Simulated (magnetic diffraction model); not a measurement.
**Er2Cu3AgS5: what an assumed order does to the neutron pattern**

Space group Cmcm (no. 63), a = 3.8640 Å, b = 13.4980 Å, c = 15.9790 Å.

| site | atom | x | y | z |
| --- | --- | --- | --- | --- |
| 8f | Er | 1/2 | 0.3080 | 0.5919 |
| 4c | Ag | 0 | 0.0731 | 3/4 |
| 8f | Cu | 1/2 | 0.0866 | 0.9581 |
| 4c | Cu | 0 | 0.3532 | 3/4 |
| 8f | S | 1/2 | 0.3339 | 0.4291 |
| 8f | S | 1/2 | 0.0628 | 0.3851 |
| 4c | S | 1/2 | 0.2601 | 3/4 |

The compound is invented for this exercise: a known structure type with other elements, its cell scaled to their sizes and not relaxed.

Only Er is taken to order (form factors of Er3+); orders and moment sizes are assumed, and not adapted to the symmetry. Radiation: neutrons of λ = 2.0775 Å, 1.5° to 50°; isotropic B of 0.17 Å² (Er), 0.22 Å² (Ag), 0.23 Å² (Cu) and 0.29 Å² (S). The intensities are simulated: I ∝ L Σ (|F_N|² + |F_M⊥|²) for unpolarised neutrons, with F_M = 2.695 fm/μB × Σ f(s) S exp(2πi Q·r) exp(−B s²) at Q = H ± k (one set where k and −k are equivalent), only the part normal to Q counting and L = 1/(sin²θ cos θ). For a modulated order the moment at position r is S exp(−2πi k·r) + c.c., with S = m/2 for a sine wave of amplitude m and S = m(u + iv)/2 for moments turning in a plane, u and v being orthogonal unit vectors in it; the phase factor of the sum at Q = H + k is then exp(2πi H·r). Form factors are spin-only for 3d ions and dipole or tabulated for f ions, scattering lengths are Sears's of 1992, and absorption is left out. A label names one of the reflections at its angle. The strongest nuclear line in the range is 100, and lines under 0.2 are left out.

Assume the order k = (0 0 0.240), moments turning in the plane of [100] and [010], 6 μB on Er; signs + at (1/2, 0.3080, 0.5919), + at (0, 0.1920, 0.4081), − at (1/2, 0.3080, 0.9081), − at (0, 0.1920, 0.0919).

Q: Where does magnetic intensity appear, and how strong is it?

```csv
2θ (°),index,nuclear,magnetic
5.66,(0 0 0.760),0.0,1099.7
9.25,(0 0 1.240),0.0,410.8
14.94,(0 0 2),24.3,0.0
17.71,(0 2 0),6.6,0.0
18.61,(0 2 0.760),0.0,60.5
19.24,(0 2 1),17.4,0.0
20.01,(0 2 1.240),0.0,57.9
20.67,(0 0 2.760),0.0,3.0
22.11,(0 2 1.760),0.0,50.0
23.25,(0 2 2),0.9,0.0
24.32,(0 0 3.240),0.0,2.1
24.46,(0 2 2.240),0.0,44.0
27.35,(0 2 2.760),0.0,1.4
28.77,(0 2 3),3.9,0.0
30.14,(0 0 4),5.3,0.0
30.24,(0 2 3.240),0.0,1.2
32.48,(1 1 0),16.4,0.0
32.99,(1 1 0.760),0.0,7.9
33.58,(0 2 3.760),0.0,17.2
33.84,(1 1 1.240),0.0,7.8
35.17,(1 1 1.760),0.0,62.4
35.17,(0 2 4),7.7,0.0
35.86,(0 4 0),19.1,0.0
35.92,(1 1 2),25.2,0.0
36.05,(0 0 4.760),0.0,33.2
36.33,(0 4 0.760),0.0,0.3
36.67,(0 4 1),41.3,0.0
36.75,(1 1 2.240),0.0,60.2
36.80,(0 2 4.240),0.0,14.5
37.11,(0 4 1.240),0.0,0.3
38.34,(0 4 1.760),0.0,28.7
38.81,(1 1 2.760),0.0,0.3
39.04,(0 4 2),1.5,0.0
39.82,(0 4 2.240),0.0,27.9
39.83,(0 0 5.240),0.0,26.7
39.87,(1 1 3),100.0,0.0
40.44,(0 2 4.760),0.0,25.9
40.98,(1 1 3.240),0.0,0.2
41.51,(1 3 0),20.7,0.0
41.93,(1 3 0.760),0.0,28.8
42.16,(0 2 5),21.1,0.0
42.23,(1 3 1),52.6,0.0
42.62,(1 3 1.240),0.0,28.6
42.74,(0 4 3),2.3,0.0
43.60,(1 1 3.760),0.0,32.0
43.72,(1 3 1.760),0.0,9.0
43.90,(0 2 5.240),0.0,22.0
44.35,(1 3 2),59.0,0.0
```
(The table stops after 48 lines; 13 more lie at higher angle.)

The strongest magnetic line in the range is (0 0 0.760) at 5.66° (1099.7). On top of the Lorentz factor, which all lines share, magnetic lines fade with angle because f falls: for Er3+ it is 0.96, 0.86, 0.73 and 0.47 at sin θ/λ = 0.1, 0.2, 0.3 and 0.5 Å⁻¹, while nuclear lengths stay constant. The order has no net moment.

[Logs are printed without paths, hosts, clocks, repeated set-up lines and the standing remarks that a program may print on its own settings, such as how far it seeks lower states.]
